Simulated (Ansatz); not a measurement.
## Na3Y (built on the sites of a database entry of Li3Bi): the cell at rest

Aim: bring Na3Y (built on the sites of a database entry of Li3Bi) to small forces and stress, as phonons need.

Program: Ansatz 0.2.0. Level of theory: DFT PBEsol, scalar-relativistic, plane waves, PAW. Results are calculated unless marked as measured.

Report form: the programs' logs are mostly left out.

The structure was built from a prototype and need not be the compound's stable phase.

### Step 1. The structure

It takes space group Fm-3m (No. 225, cubic). The conventional cell has a = 8.215 Å, b = 8.215 Å, c = 8.215 Å, α = 90.00°, β = 90.00°, γ = 90.00°. Nearest to Na lie 4 Y at 3.56 Å and 4 Na at 3.56 Å. Na has 8 Na at 3.56 Å nearest. Y has 8 Na at 3.56 Å nearest. Farther neighbours are not listed.

Coordinates:

```
Na Y
1.0
     0.00000    4.10764    4.10764
     4.10764    0.00000    4.10764
     4.10764    4.10764    0.00000
Na Y
3 1
Direct
  0.75000 0.75000 0.75000
  0.50000 0.50000 0.50000
  0.25000 0.25000 0.25000
  0.00000 0.00000 0.00000
```

### Step 2. A coarse first look

First a cheap look: the gap decides the mesh and the occupations, the pressure tells how far the cell has to move.

The input, input.yaml:

```yaml
crystal:
  lattice:
    - [0.0, 4.10764, 4.10764]
    - [4.10764, 0.0, 4.10764]
    - [4.10764, 4.10764, 0.0]
  atoms:
    - { symbol: Na, position: [0.75, 0.75, 0.75] }
    - { symbol: Na, position: [0.5, 0.5, 0.5] }
    - { symbol: Na, position: [0.25, 0.25, 0.25] }
    - { symbol: "Y", position: [0.0, 0.0, 0.0] }
kpoints:
  mp_grid: { grid: [4, 4, 4] }
hamiltonian:
  xc: pbesol
scf:
  occupations: { method: gaussian, width: 0.1 }
output:
  forces: true
  stress: true
  eigenvalues: true
```

Command:

```
$ ansatz run input.yaml --threads 4 --pin off --max-ram 7168MiB --backend cpu --events-out ev --progress --plain --runs-dir out
```

Run time: 0.58 s. Hardware: 4 threads of Arm Neoverse V1, shared host; peak memory 0.37 GiB; 1.8 s of CPU time.

Numbers from this step:

- pressure: -0.5131 GPa
- volume per atom: 34.65 Å³
- gap on the k-mesh: 0 eV

The coarse mesh shows no gap and a pressure of -0.5 GPa.

### Step 3. Relaxation

Harmonic phonons are second derivatives at a point where the forces vanish, and they are wanted at zero stress, so atoms and cell are relaxed first.

input.yaml: that of step 2 with these lines changed.

```diff
@@ -11,3 +11,3 @@
 kpoints:
-  mp_grid: { grid: [4, 4, 4] }
+  mp_grid: { grid: [8, 8, 8] }
 hamiltonian:
@@ -20 +20,10 @@
   eigenvalues: true
+  write_density: true
+  write_potential: true
+  elf: true
+  volumetric_format: npy
+relax:
+  adjacent_minimum: "off"
+  f_tol: 0.005
+  max_steps: 80
+  cell: { stress_tol: 0.05 }
```

It took 5.3 s on 4 threads; peak memory 0.48 GiB.

The steps of the relaxation:

| step | energy less that of the first step (eV) | largest force component (eV/Å) | pressure (GPa) | volume (Å³) |
| --- | --- | --- | --- | --- |
| 1 | 0.0000 | 0.0000 | -0.45 | 138.61 |
| 2 | -0.0040 | 0.0000 | -0.30 | 136.91 |
| 3 | -0.0070 | 0.0000 | 0.01 | 133.71 |
| 4* | -0.0069 | 0.0000 | 0.02 | 133.71 |

Relaxation steps marked * repeat the geometry before them on a plane-wave basis chosen anew for their cell, so energy and pressure can jump there.

The run keeps the 48 symmetry operations that it works with, so distortions that break them were not tested.

| conventional cell, symmetrised | before | after | change |
| --- | --- | --- | --- |
| a (Å) | 8.215 | 8.117 | -1.2 % |
| b (Å) | 8.215 | 8.117 | -1.2 % |
| c (Å) | 8.215 | 8.117 | -1.2 % |
| volume (Å³/atom) | 34.65 | 33.43 | -3.5 % |

Final coordinates:

```xyz
4
Lattice="0.0000 4.0586 4.0586 4.0586 0.0000 4.0586 4.0586 4.0586 0.0000" Properties=species:S:1:pos:R:3 pbc="T T T"
Na    6.0879    6.0879    6.0879
Na    4.0586    4.0586    4.0586
Na    2.0293    2.0293    2.0293
Y     0.0000    0.0000    0.0000
```

Numbers from this step:

```yaml
pressure: 0.01605 GPa
volume_per_atom: 33.43 Å³
```

Valence density in the ac plane of the conventional cell at fractional y = 0.000, with atoms of Na and Y within 0.2 Å of it. It is the smooth field of the valence electrons, not physical close to the nuclei.

Ten steps, logarithmic in the rise over the least value, from '_' (0 e/Å³) to '@' (18 e/Å³), each cell a mean:
```
****==..__________::##@@%%==____________--++**
++==::..____________--++==..____________..==++
--::..____________________________________..--
______________________________________________
______________________________________________
______________________________________________
______________________________________________
______________________________________________
__________________..::--::..__________________
++--____________..::==++++==..____________..==
@@##::__________..==******++::____________==%%
@@##::__________..==******++--____________++@@
##++..__________..--++****==::____________--##
::..______________::--====::..______________::
____________________........__________________
______________________________________________
______________________________________________
______________________________________________
______________________________________________
....______________________________________....
==--::______________..::::______________..::==
**++--..__________..++####--____________::==**
****==..__________::##@@@@++____________--++**
```
Columns run along a (8.1 Å), rows up along c (8.1 Å), edges of the conventional cell, whose origin can differ from the input's. Atoms in or near the plane, at fractional coordinates: Na at (0.50, 0.00), Na at (0.00, 0.50), Y at (0.00, 0.00), Y at (0.50, 0.50).

ELF in the ac plane of the conventional cell at fractional y = 0.000, with atoms of Na and Y within 0.2 Å of it. It is the smooth field of the valence electrons, not physical close to the nuclei.

Ten even steps from '0' (0.04) to '9' (0.83), each cell a mean:
```
89821342036465003421598
99511453004652014421379
64113554200100035542135
11125665421001356653211
12356666554334566665422
44566666654445566666544
34566666532122456666543
01245665211111245665310
10024553114653124553000
64003541159997312541025
46202431289889512430056
36301431389689611430164
66102431279999412441046
31014542137885113552003
00035654112321125654200
12456665421111356665432
44566666543334566666554
33456666654445566666543
11245666542123456665311
32124565310000246652112
87312454001320025531158
99721342016664014421499
69831341036346103411698
```
Columns run along a (8.1 Å), rows up along c (8.1 Å), edges of the conventional cell, whose origin can differ from the input's. Atoms in or near the plane, at fractional coordinates: Na at (0.50, 0.00), Na at (0.00, 0.50), Y at (0.00, 0.00), Y at (0.50, 0.50).

Electrostatic potential energy in the ac plane of the conventional cell at fractional y = 0.000, with atoms of Na and Y within 0.2 Å of it. With pseudopotentials it is smooth inside the atoms' cores, unlike the true potential.

Ten even steps from '0' (-56 eV) to '9' (7 eV), each cell a mean:
```
00489999983016999998620
13689999997568999999752
67899999999899999999876
88999999999999999999998
99999999999999999999999
99999999999999999999999
99999999999999999999999
99999999998889999999999
99999999987667899999999
57999999863125799999986
03899999840002689999961
02899999730001689999850
25899999851003789999973
88999999875346899999998
99999999988788999999999
99999999999999999999999
99999999999999999999999
99999999999999999999999
99999999999999999999999
78899999999999999999988
45789999998889999999864
01589999985237999998730
00479999982005999998610
```
Columns run along a (8.1 Å; values clipped at the 3rd and 97th percentile), rows up along c (8.1 Å), edges of the conventional cell, whose origin can differ from the input's. Atoms in or near the plane, at fractional coordinates: Na at (0.50, 0.00), Na at (0.00, 0.50), Y at (0.00, 0.00), Y at (0.50, 0.50).

In this step the volume went from 34.65 to 33.43 Å³/atom.

### Step 4. Relaxing to small forces for the phonons

Phonons need a cell at rest on their own settings, so the relaxation is repeated with tight tolerances on forces and stress on the k mesh and occupations of the first response run.

The input, input.yaml:

```yaml
crystal:
  lattice:
    - [0.0, 4.0586044165, 4.0586044165]
    - [4.0586044165, 0.0, 4.0586044165]
    - [4.0586044165, 4.0586044165, 0.0]
  atoms:
    - { symbol: Na, position: [0.75, 0.75, 0.75] }
    - { symbol: Na, position: [0.5, 0.5, 0.5] }
    - { symbol: Na, position: [0.25, 0.25, 0.25] }
    - { symbol: "Y", position: [0.0, 0.0, 0.0] }
kpoints:
  mp_grid: { grid: [8, 8, 8] }
hamiltonian:
  xc: pbesol
scf:
  occupations: { method: methfessel_paxton, width: 0.15 }
output:
  forces: true
  stress: true
  eigenvalues: true
relax:
  adjacent_minimum: "off"
  f_tol: 0.001
  max_steps: 60
  cell: { stress_tol: 0.01 }
```

It took 3.8 s on 4 threads; peak memory 0.46 GiB.

Little changed from the start: no atom moved by 0.005 Å and no cell edge by 0.1 %.

Numbers from this step:

* pressure: 0.006404 GPa
* volume per atom: 33.44 Å³

The forces vanish by symmetry and the pressure is 0.006 GPa, within the tolerances set. The cell now holds 33.44 Å³/atom.

### Step 5. What came out

```
space group after relaxation (within 0.01 Å) : Fm-3m
lattice constant a                           : 8.118 Å
lattice constant b                           : 8.118 Å
lattice constant c                           : 8.118 Å
volume per atom                              : 33.4 Å³
```

In words: The forces vanish by symmetry and the pressure is 0.006 GPa, within the tolerances set. The cell now holds 33.44 Å³/atom. The relaxation keeps the symmetry of its start, so it says nothing on stability against lower symmetry. The starting cell was built on a prototype and not taken from a measurement, so the phase need not exist.

[Logs are printed without paths, hosts, clocks, repeated set-up lines and the standing remarks that a program may print on its own settings, such as how far it seeks lower states.]

[Hosts, paths, dates, database ids (printed as entryN), source tags and the programs' standing remarks are cut or masked in the printed files.]
